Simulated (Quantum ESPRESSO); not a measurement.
# V(110), 5 layers: solver and mixing choices, part 3 of 4

Aim: which eigensolver and mixing brings V(110), 5 layers to self-consistency fastest, and whether the result stays the same.

Quantum ESPRESSO 7.5; plane-wave DFT, PBE, PseudoDojo norm-conserving pseudopotentials.

So far. Step 5 (Self-consistent run: david, TF mixing, beta 0.4 …): Counted from each run's own zero (the Fermi level), the vacuum level differs from the first run's by +4 meV. Step 6 (Ground state: david, local-TF mixing, beta 0.7, history …): Counted from each run's own zero (the Fermi level), the vacuum level differs from the first run's by +0 meV.

## 7. Self-consistent run: david, local-TF mixing, beta 0.2, history 8

File c5.in:

```
&control
  prefix = 'c5'
  outdir = './out'
  pseudo_dir = './pseudo'
  calculation = 'scf'
  tprnfor = .true.
/
&system
  ibrav = 0
  nat = 5
  ntyp = 1
  ecutwfc = 76
  ecutrho = 304
  occupations = 'smearing'
  smearing = 'mv'
  degauss = 0.02
  assume_isolated = 'esm'
  esm_bc = 'bc1'
/
&electrons
  conv_thr = 1e-07
  mixing_beta = 0.2
  electron_maxstep = 80
  mixing_mode = 'local-TF'
  diagonalization = 'david'
  mixing_ndim = 8
/
ATOMIC_SPECIES
  V   50.9415  V.dojo-sr-pbe-0.4.1-standard.upf
CELL_PARAMETERS angstrom
  2.13546247918337 -1.51000000000000 0.00000000000000
  2.13546247918337 1.51000000000000 0.00000000000000
  0.00000000000000 0.00000000000000 24.54184991673349
ATOMIC_POSITIONS crystal
  V   0.000000000000 0.000000000000 -0.174026203113
  V   0.500000000000 0.500000000000 -0.087013101556
  V   0.000000000000 0.000000000000 0.000000000000
  V   0.500000000000 0.500000000000 0.087013101556
  V   0.000000000000 0.000000000000 0.174026203113
K_POINTS automatic
  12 12 1 0 0 0
```

Command:

```sh
$ OMP_NUM_THREADS=1 mpirun -n 4 pw.x -nk 4 -in c5.in > c5.out
```

What it wrote:

```text
[banner, memory and clock lines left out]
Program PWSCF v.7.5 starts
[...]
Message from routine setup:
[...]
number of electrons       =        65.00
     number of Kohn-Sham states=           40
     kinetic-energy cutoff     =      76.0000  Ry
     charge density cutoff     =     304.0000  Ry
[...]
number of k points=    43  Marzari-Vanderbilt smearing, width (Ry)=  0.0200
[...]
Dense  grid:    95701 G-vectors     FFT dimensions: (  27,  27, 270)
[...]
negative rho (up, down):  3.937E-05 0.000E+00
     Starting wfcs are   50 randomized atomic wfcs
[...]
estimated scf accuracy    <       6.66298086 Ry
[...]
estimated scf accuracy    <       1.60495093 Ry
[...]
estimated scf accuracy    <       0.40285989 Ry
[...]
estimated scf accuracy    <       0.90185197 Ry
[...]
estimated scf accuracy    <       1.13686938 Ry
[...]
estimated scf accuracy    <       1.19996632 Ry
[...]
estimated scf accuracy    <       2.32888090 Ry
[...]
estimated scf accuracy    <       2.11247177 Ry
[...]
estimated scf accuracy    <       2.40573618 Ry
[...]
estimated scf accuracy    <       4.67548083 Ry
[...]
estimated scf accuracy    <       5.37050712 Ry
[...]
estimated scf accuracy    <       5.31237713 Ry
[...]
estimated scf accuracy    <       0.81145482 Ry
[...]
estimated scf accuracy    <       0.68464026 Ry
[...]
estimated scf accuracy    <       0.62707008 Ry
[...]
estimated scf accuracy    <       0.45393178 Ry
[...]
negative rho (up, down):  4.384E-03 0.000E+00
[...]
estimated scf accuracy    <       0.38972293 Ry
[...]
negative rho (up, down):  1.642E-02 0.000E+00
[...]
estimated scf accuracy    <       0.14978638 Ry
[...]
estimated scf accuracy    <       0.11524597 Ry
[...]
negative rho (up, down):  3.938E-04 0.000E+00
[...]
estimated scf accuracy    <       0.10608977 Ry
[...]
negative rho (up, down):  4.157E-04 0.000E+00
[...]
estimated scf accuracy    <       0.32052108 Ry
[...]
negative rho (up, down):  1.087E-02 0.000E+00
[...]
estimated scf accuracy    <       0.07206770 Ry
[...]
negative rho (up, down):  9.442E-03 0.000E+00
[...]
estimated scf accuracy    <       0.02589124 Ry
[...]
negative rho (up, down):  7.011E-03 0.000E+00
[...]
estimated scf accuracy    <       0.01391853 Ry
[...]
negative rho (up, down):  6.380E-03 0.000E+00
[...]
estimated scf accuracy    <       0.00890424 Ry
[...]
negative rho (up, down):  6.308E-03 0.000E+00
[...]
estimated scf accuracy    <       0.01615891 Ry
[...]
negative rho (up, down):  4.478E-03 0.000E+00
[...]
estimated scf accuracy    <       0.00269709 Ry
[...]
negative rho (up, down):  3.547E-03 0.000E+00
[...]
estimated scf accuracy    <       0.00064151 Ry
[...]
negative rho (up, down):  1.043E-03 0.000E+00
[...]
estimated scf accuracy    <       0.00038214 Ry
[...]
negative rho (up, down):  1.959E-03 0.000E+00
[...]
estimated scf accuracy    <       0.00089782 Ry
[...]
negative rho (up, down):  1.921E-03 0.000E+00
[...]
estimated scf accuracy    <       0.00017899 Ry
[...]
negative rho (up, down):  1.620E-03 0.000E+00
[...]
estimated scf accuracy    <       0.00010978 Ry
[...]
negative rho (up, down):  9.988E-05 0.000E+00
[...]
estimated scf accuracy    <       0.00010496 Ry
[...]
estimated scf accuracy    <       0.00002838 Ry
[...]
negative rho (up, down):  5.974E-05 0.000E+00
[...]
estimated scf accuracy    <       0.00005317 Ry
[...]
negative rho (up, down):  3.640E-05 0.000E+00
[...]
estimated scf accuracy    <       0.00000536 Ry
[...]
estimated scf accuracy    <       0.00001454 Ry
[...]
estimated scf accuracy    <       0.00001058 Ry
[...]
negative rho (up, down):  3.342E-05 0.000E+00
[...]
estimated scf accuracy    <       0.00000384 Ry
[...]
negative rho (up, down):  5.862E-08 0.000E+00
[...]
estimated scf accuracy    <       0.00000064 Ry
[...]
estimated scf accuracy    <       0.00000076 Ry
[...]
estimated scf accuracy    <       0.00000022 Ry
[...]
negative rho (up, down):  5.609E-07 0.000E+00
[...]
estimated scf accuracy    <       0.00000015 Ry
[...]
the Fermi energy is    -4.8048 ev
!    total energy              =    -737.93079822 Ry
     estimated scf accuracy    <       0.00000004 Ry
     smearing contrib. (-TS)   =       0.00214527 Ry
     internal energy E=F+TS    =    -737.93294349 Ry
[...]
one-electron contribution =   15063.73983984 Ry
     hartree contribution      =   -7552.00159925 Ry
     xc contribution           =    -114.18763823 Ry
     ewald contribution        =   -8135.48354586 Ry
     convergence has been achieved in  44 iterations
[...]
Total force =     0.037070     Total SCF correction =     0.000357
[...]
```

Run time: 10 min. Hardware: 4 MPI ranks of Arm Neoverse V1, shared host; peak memory 0.84 GiB; 40 min of CPU time.

The program's own clock; routines nest. Time by routine:

```csv
routine,wall time (s),calls
PWSCF,596.7,1
electrons,591.1,1
c_bands,510.2,44
cegterg,433.9,485
h_psi,339,4631
fftw,310.1,135262
vloc_psi,280.9,4631
sum_band,53.11,44
add_vuspsi,29.1,4631
calbec,28.84,4675
h_psi:calbec,28.05,4631
mix_rho,23.78,44
ffts,15.11,4189
cdiaghg,7.15,4620
```

Counted from each run's own zero (the Fermi level), the vacuum level differs from the first run's by -0 meV.

## 8. SCF with pw.x: david, local-TF mixing, beta 0.4, history 4

c6.in, as its differences from the input of step 7:

```diff
@@ -1,3 +1,3 @@
 &control
-  prefix = 'c5'
+  prefix = 'c6'
   outdir = './out'
@@ -21,3 +21,3 @@
   conv_thr = 1e-07
-  mixing_beta = 0.2
+  mixing_beta = 0.4
   electron_maxstep = 80
@@ -25,3 +25,3 @@
   diagonalization = 'david'
-  mixing_ndim = 8
+  mixing_ndim = 4
 /
```

Command:

```sh
$ OMP_NUM_THREADS=1 mpirun -n 4 pw.x -nk 4 -in c6.in > c6.out
```

What it wrote:

```text
[banner, memory and clock lines left out]
Program PWSCF v.7.5 starts
[...]
Message from routine setup:
[...]
number of electrons       =        65.00
     number of Kohn-Sham states=           40
     kinetic-energy cutoff     =      76.0000  Ry
     charge density cutoff     =     304.0000  Ry
[...]
number of k points=    43  Marzari-Vanderbilt smearing, width (Ry)=  0.0200
[...]
Dense  grid:    95701 G-vectors     FFT dimensions: (  27,  27, 270)
[...]
negative rho (up, down):  3.937E-05 0.000E+00
     Starting wfcs are   50 randomized atomic wfcs
[...]
estimated scf accuracy    <       6.66298086 Ry
[...]
estimated scf accuracy    <       0.51948299 Ry
[...]
estimated scf accuracy    <       1.47468113 Ry
[...]
estimated scf accuracy    <       1.39885623 Ry
[...]
estimated scf accuracy    <       0.22323347 Ry
[...]
estimated scf accuracy    <       0.20978718 Ry
[...]
estimated scf accuracy    <       0.03938079 Ry
[...]
estimated scf accuracy    <       0.11043908 Ry
[...]
estimated scf accuracy    <       0.03844649 Ry
[...]
estimated scf accuracy    <       0.01622236 Ry
[...]
estimated scf accuracy    <       0.06389235 Ry
[...]
estimated scf accuracy    <       0.01421740 Ry
[...]
estimated scf accuracy    <       0.00783254 Ry
[...]
negative rho (up, down):  5.658E-04 0.000E+00
[...]
estimated scf accuracy    <       0.01186569 Ry
[...]
negative rho (up, down):  1.099E-02 0.000E+00
[...]
estimated scf accuracy    <       0.00612814 Ry
[...]
negative rho (up, down):  7.169E-03 0.000E+00
[...]
estimated scf accuracy    <       0.00439761 Ry
[...]
negative rho (up, down):  5.166E-03 0.000E+00
[...]
estimated scf accuracy    <       0.00134375 Ry
[...]
negative rho (up, down):  9.426E-03 0.000E+00
[...]
estimated scf accuracy    <       0.01003166 Ry
[...]
negative rho (up, down):  7.768E-04 0.000E+00
[...]
estimated scf accuracy    <       0.00431089 Ry
[...]
estimated scf accuracy    <       0.00119329 Ry
[...]
negative rho (up, down):  1.150E-03 0.000E+00
[...]
estimated scf accuracy    <       0.00133820 Ry
[...]
negative rho (up, down):  9.712E-04 0.000E+00
[...]
estimated scf accuracy    <       0.00009059 Ry
[...]
negative rho (up, down):  6.488E-04 0.000E+00
[...]
estimated scf accuracy    <       0.00019070 Ry
[...]
negative rho (up, down):  3.976E-05 0.000E+00
[...]
estimated scf accuracy    <       0.00008751 Ry
[...]
negative rho (up, down):  1.349E-04 0.000E+00
[...]
estimated scf accuracy    <       0.00006275 Ry
[...]
negative rho (up, down):  1.266E-04 0.000E+00
[...]
estimated scf accuracy    <       0.00002163 Ry
[...]
negative rho (up, down):  2.844E-05 0.000E+00
[...]
estimated scf accuracy    <       0.00000338 Ry
[...]
estimated scf accuracy    <       0.00000052 Ry
[...]
negative rho (up, down):  2.288E-06 0.000E+00
[...]
estimated scf accuracy    <       0.00000180 Ry
[...]
estimated scf accuracy    <       0.00000022 Ry
[...]
estimated scf accuracy    <       0.00000085 Ry
[...]
the Fermi energy is    -4.8059 ev
!    total energy              =    -737.93079822 Ry
     estimated scf accuracy    <       0.00000003 Ry
     smearing contrib. (-TS)   =       0.00214570 Ry
     internal energy E=F+TS    =    -737.93294392 Ry
[...]
one-electron contribution =   15063.72349941 Ry
     hartree contribution      =   -7551.98496223 Ry
     xc contribution           =    -114.18793523 Ry
     ewald contribution        =   -8135.48354586 Ry
     convergence has been achieved in  32 iterations
[...]
Total force =     0.037340     Total SCF correction =     0.000677
[...]
```

The job ended after 9.2 min (4 MPI ranks; peak memory 0.83 GiB).

Numbers from this step:

```
Fermi energy                                                   : -4.806 eV
vacuum line at the lower end of the cell, over the Fermi level : 4.806 eV
vacuum line at the upper end of the cell, over the Fermi level : 4.806 eV
```

The program's own clock; routines nest. Time by routine:

```csv
routine,wall time (s),calls
PWSCF,552.5,1
electrons,546.8,1
c_bands,489.3,32
cegterg,411.7,353
h_psi,311.9,4324
fftw,273,119586
vloc_psi,255.4,4324
sum_band,38.83,32
add_vuspsi,28.34,4324
calbec,27.97,4368
h_psi:calbec,27.19,4324
mix_rho,15.73,32
ffts,9.89,2845
cdiaghg,6.99,4313
```

Counted from each run's own zero (the Fermi level), the vacuum level differs from the first run's by +1 meV.

## 9. SCF with pw.x: cg, local-TF mixing, beta 0.4, history 8

c7.in, as its differences from the input of step 8:

```diff
@@ -1,3 +1,3 @@
 &control
-  prefix = 'c6'
+  prefix = 'c7'
   outdir = './out'
@@ -24,4 +24,4 @@
   mixing_mode = 'local-TF'
-  diagonalization = 'david'
-  mixing_ndim = 4
+  diagonalization = 'cg'
+  mixing_ndim = 8
 /
```

Command:

```sh
$ OMP_NUM_THREADS=1 mpirun -n 4 pw.x -nk 4 -in c7.in > c7.out
```

What it wrote:

```text
[banner, memory and clock lines left out]
Program PWSCF v.7.5 starts
[...]
Message from routine setup:
[...]
number of electrons       =        65.00
     number of Kohn-Sham states=           40
     kinetic-energy cutoff     =      76.0000  Ry
     charge density cutoff     =     304.0000  Ry
[...]
number of k points=    43  Marzari-Vanderbilt smearing, width (Ry)=  0.0200
[...]
Dense  grid:    95701 G-vectors     FFT dimensions: (  27,  27, 270)
[...]
negative rho (up, down):  3.937E-05 0.000E+00
     Starting wfcs are   50 randomized atomic wfcs
[...]
estimated scf accuracy    <       9.49528130 Ry
[...]
estimated scf accuracy    <       0.61388123 Ry
[...]
estimated scf accuracy    <       0.75416596 Ry
[...]
estimated scf accuracy    <       0.48681883 Ry
[...]
estimated scf accuracy    <       0.04727311 Ry
[...]
estimated scf accuracy    <       0.07890754 Ry
[...]
estimated scf accuracy    <       0.93588231 Ry
[...]
estimated scf accuracy    <       0.30318403 Ry
[...]
estimated scf accuracy    <       0.34039291 Ry
[...]
negative rho (up, down):  2.692E-03 0.000E+00
[...]
estimated scf accuracy    <       0.13707359 Ry
[...]
negative rho (up, down):  3.281E-03 0.000E+00
[...]
estimated scf accuracy    <       0.03696080 Ry
[...]
negative rho (up, down):  1.179E-02 0.000E+00
[...]
estimated scf accuracy    <       0.00586899 Ry
[...]
negative rho (up, down):  7.343E-03 0.000E+00
[...]
estimated scf accuracy    <       0.00941077 Ry
[...]
negative rho (up, down):  5.466E-03 0.000E+00
[...]
estimated scf accuracy    <       0.00298958 Ry
[...]
negative rho (up, down):  2.065E-03 0.000E+00
[...]
estimated scf accuracy    <       0.00328410 Ry
[...]
negative rho (up, down):  1.675E-03 0.000E+00
[...]
estimated scf accuracy    <       0.00010715 Ry
[...]
negative rho (up, down):  1.319E-03 0.000E+00
[...]
estimated scf accuracy    <       0.00015690 Ry
[...]
negative rho (up, down):  5.155E-04 0.000E+00
[...]
estimated scf accuracy    <       0.00005926 Ry
[...]
negative rho (up, down):  3.101E-04 0.000E+00
[...]
estimated scf accuracy    <       0.00007614 Ry
[...]
negative rho (up, down):  9.776E-05 0.000E+00
[...]
estimated scf accuracy    <       0.00004349 Ry
[...]
negative rho (up, down):  2.257E-05 0.000E+00
[...]
estimated scf accuracy    <       0.00001494 Ry
[...]
negative rho (up, down):  1.593E-07 0.000E+00
[...]
estimated scf accuracy    <       0.00000528 Ry
[...]
estimated scf accuracy    <       0.00000129 Ry
[...]
the Fermi energy is    -4.8092 ev
!    total energy              =    -737.93079814 Ry
     estimated scf accuracy    <       0.00000003 Ry
     smearing contrib. (-TS)   =       0.00214473 Ry
     internal energy E=F+TS    =    -737.93294287 Ry
[...]
one-electron contribution =   15063.74213856 Ry
     hartree contribution      =   -7552.00385572 Ry
     xc contribution           =    -114.18767986 Ry
     ewald contribution        =   -8135.48354586 Ry
     convergence has been achieved in  24 iterations
[...]
Total force =     0.037336     Total SCF correction =     0.000969
[...]
```

Wall time 6.8 min (4 MPI ranks); peak memory 0.81 GiB.

This step gave:

| Quantity | Value |
| --- | --- |
| Fermi energy | -4.809 eV |
| vacuum line at the lower end of the cell, over the Fermi level | 4.809 eV |
| vacuum line at the upper end of the cell, over the Fermi level | 4.809 eV |

The program's own clock; routines nest. Time by routine:

```csv
routine,wall time (s),calls
PWSCF,404.8,1
electrons,399,1
c_bands,351.8,24
h_psi,278.6,26285
ccgdiagg,264.2,264
hs_1psi,213.9,26021
fftw,208.5,83942
vloc_psi,194.3,26285
wfcrot,72.58,264
calbec,58.16,52350
add_vuspsi,51.82,26285
sum_band,31.45,24
h_psi:calbec,31.41,26285
s_1psi,26.55,26021
```

Counted from each run's own zero (the Fermi level), the vacuum level differs from the first run's by +4 meV.

## 10. Self-consistent run: ppcg, local-TF mixing, beta 0.4, history 8

c8.in, as its differences from the input of step 9:

```diff
@@ -1,3 +1,3 @@
 &control
-  prefix = 'c7'
+  prefix = 'c8'
   outdir = './out'
@@ -24,3 +24,3 @@
   mixing_mode = 'local-TF'
-  diagonalization = 'cg'
+  diagonalization = 'ppcg'
   mixing_ndim = 8
```

Command:

```sh
$ OMP_NUM_THREADS=1 mpirun -n 4 pw.x -nk 4 -in c8.in > c8.out
```

What it wrote:

```text
[banner, memory and clock lines left out]
Program PWSCF v.7.5 starts

          URL

 %%%%%%%%%%%%%%%%%%%%%%%%%%%%%%%%%%%%%%%%%%%%%%%%%%%%%%%%%%%%%%%%%%%%%%%%%%%%%%
     Error in routine iosys (1):
     PPCG diagonalization not supported anymore (Dec. 2024)
 %%%%%%%%%%%%%%%%%%%%%%%%%%%%%%%%%%%%%%%%%%%%%%%%%%%%%%%%%%%%%%%%%%%%%%%%%%%%%%

     stopping ...
[the rest left out]
```

It took 0.52 s on 4 MPI ranks; peak memory 0.09 GiB.

The program refused the input before any cycle.

The fault put into the input: an eigensolver that this release has dropped (electrons.diagonalization = "ppcg").

The message: “iosys (1): PPCG diagonalization not supported anymore (Dec. 2024)”. This release no longer has that solver; david, paro or rmm-davidson serve.

## 11. Self-consistent run: paro, local-TF mixing, beta 0.4, history 8

c9.in, as its differences from the input of step 10:

```diff
@@ -1,3 +1,3 @@
 &control
-  prefix = 'c8'
+  prefix = 'c9'
   outdir = './out'
@@ -24,3 +24,3 @@
   mixing_mode = 'local-TF'
-  diagonalization = 'ppcg'
+  diagonalization = 'paro'
   mixing_ndim = 8
```

Command:

```sh
$ OMP_NUM_THREADS=1 mpirun -n 4 pw.x -nk 4 -in c9.in > c9.out
```

What it wrote:

```text
[banner, memory and clock lines left out]
Program PWSCF v.7.5 starts
[...]
Message from routine setup:
[...]
number of electrons       =        65.00
     number of Kohn-Sham states=           40
     kinetic-energy cutoff     =      76.0000  Ry
     charge density cutoff     =     304.0000  Ry
[...]
number of k points=    43  Marzari-Vanderbilt smearing, width (Ry)=  0.0200
[...]
Dense  grid:    95701 G-vectors     FFT dimensions: (  27,  27, 270)
[...]
negative rho (up, down):  3.937E-05 0.000E+00
     Starting wfcs are   50 randomized atomic wfcs
[...]
estimated scf accuracy    <       9.45743008 Ry
[...]
estimated scf accuracy    <       0.56344676 Ry
[...]
estimated scf accuracy    <       0.40161245 Ry
[...]
estimated scf accuracy    <       1.24816217 Ry
[...]
estimated scf accuracy    <       0.18134403 Ry
[...]
estimated scf accuracy    <       0.10544001 Ry
[...]
estimated scf accuracy    <       0.11308523 Ry
[...]
estimated scf accuracy    <       0.21484955 Ry
[...]
estimated scf accuracy    <       0.78490979 Ry
[...]
estimated scf accuracy    <       0.49071650 Ry
[...]
estimated scf accuracy    <       0.20758069 Ry
[...]
estimated scf accuracy    <       1.08560947 Ry
[...]
estimated scf accuracy    <       5.17760028 Ry
[...]
negative rho (up, down):  1.400E-06 0.000E+00
[...]
estimated scf accuracy    <       4.01190431 Ry
[...]
estimated scf accuracy    <       4.13127195 Ry
[...]
negative rho (up, down):  1.227E-03 0.000E+00
[...]
estimated scf accuracy    <       0.08000245 Ry
[...]
negative rho (up, down):  4.130E-04 0.000E+00
[...]
estimated scf accuracy    <       0.23357732 Ry
[...]
negative rho (up, down):  7.221E-03 0.000E+00
[...]
estimated scf accuracy    <       0.08278114 Ry
[...]
negative rho (up, down):  2.777E-03 0.000E+00
[...]
estimated scf accuracy    <       0.01191332 Ry
[...]
negative rho (up, down):  2.832E-04 0.000E+00
[...]
estimated scf accuracy    <       0.00287142 Ry
[...]
negative rho (up, down):  6.401E-05 0.000E+00
[...]
estimated scf accuracy    <       0.00084998 Ry
[...]
negative rho (up, down):  1.692E-03 0.000E+00
[...]
estimated scf accuracy    <       0.00837961 Ry
[...]
negative rho (up, down):  9.148E-04 0.000E+00
[...]
estimated scf accuracy    <       0.00653416 Ry
[...]
negative rho (up, down):  2.754E-06 0.000E+00
[...]
estimated scf accuracy    <       0.00126395 Ry
[...]
estimated scf accuracy    <       0.00029066 Ry
[...]
estimated scf accuracy    <       0.00023795 Ry
[...]
negative rho (up, down):  2.406E-06 0.000E+00
[...]
estimated scf accuracy    <       0.00000320 Ry
[...]
negative rho (up, down):  3.311E-06 0.000E+00
[...]
estimated scf accuracy    <       0.00001636 Ry
[...]
estimated scf accuracy    <       0.00000116 Ry
[...]
estimated scf accuracy    <       0.00000158 Ry
[...]
the Fermi energy is    -4.8066 ev
!    total energy              =    -737.93079819 Ry
     estimated scf accuracy    <       0.00000008 Ry
     smearing contrib. (-TS)   =       0.00214557 Ry
     internal energy E=F+TS    =    -737.93294375 Ry
[...]
one-electron contribution =   15063.72237314 Ry
     hartree contribution      =   -7551.98376578 Ry
     xc contribution           =    -114.18800525 Ry
     ewald contribution        =   -8135.48354586 Ry
     convergence has been achieved in  31 iterations
[...]
Total force =     0.037230     Total SCF correction =     0.001018
[...]
```

Wall time 27 min (4 MPI ranks); peak memory 0.91 GiB; 1.8 h of CPU time.

This step gave:

```
Fermi energy                                                   : -4.807 eV
vacuum line at the lower end of the cell, over the Fermi level : 4.807 eV
vacuum line at the upper end of the cell, over the Fermi level : 4.807 eV
```

The program's own clock; routines nest. Time by routine:

```csv
routine,wall time (s),calls
PWSCF,1640,1
electrons,1634,1
c_bands,1578,31
paro_k,1338,341
h_psi,955.6,14790
vloc_psi,780.4,14790
fftw,764.6,339300
add_vuspsi,86.87,14790
calbec,86.76,14834
h_psi:calbec,86.08,14790
sum_band,38.15,31
mix_rho,15.31,31
g_psi,10.13,17611
ffts,9.57,2757
```

Counted from each run's own zero (the Fermi level), the vacuum level differs from the first run's by +2 meV.

[end of part 3 of 4]

[Logs are printed without paths, hosts, clocks, repeated set-up lines and the standing remarks that a program may print on its own settings, such as how far it seeks lower states.]

[Hosts, paths, dates, database ids (printed as entryN), source tags and the programs' standing remarks are cut or masked in the printed files.]

[Maps of the electrostatic potential energy from Ansatz leave out the sawtooth potential of an applied field or a dipole correction, so their vacuum need not be flat; planar profiles and work functions include it.]
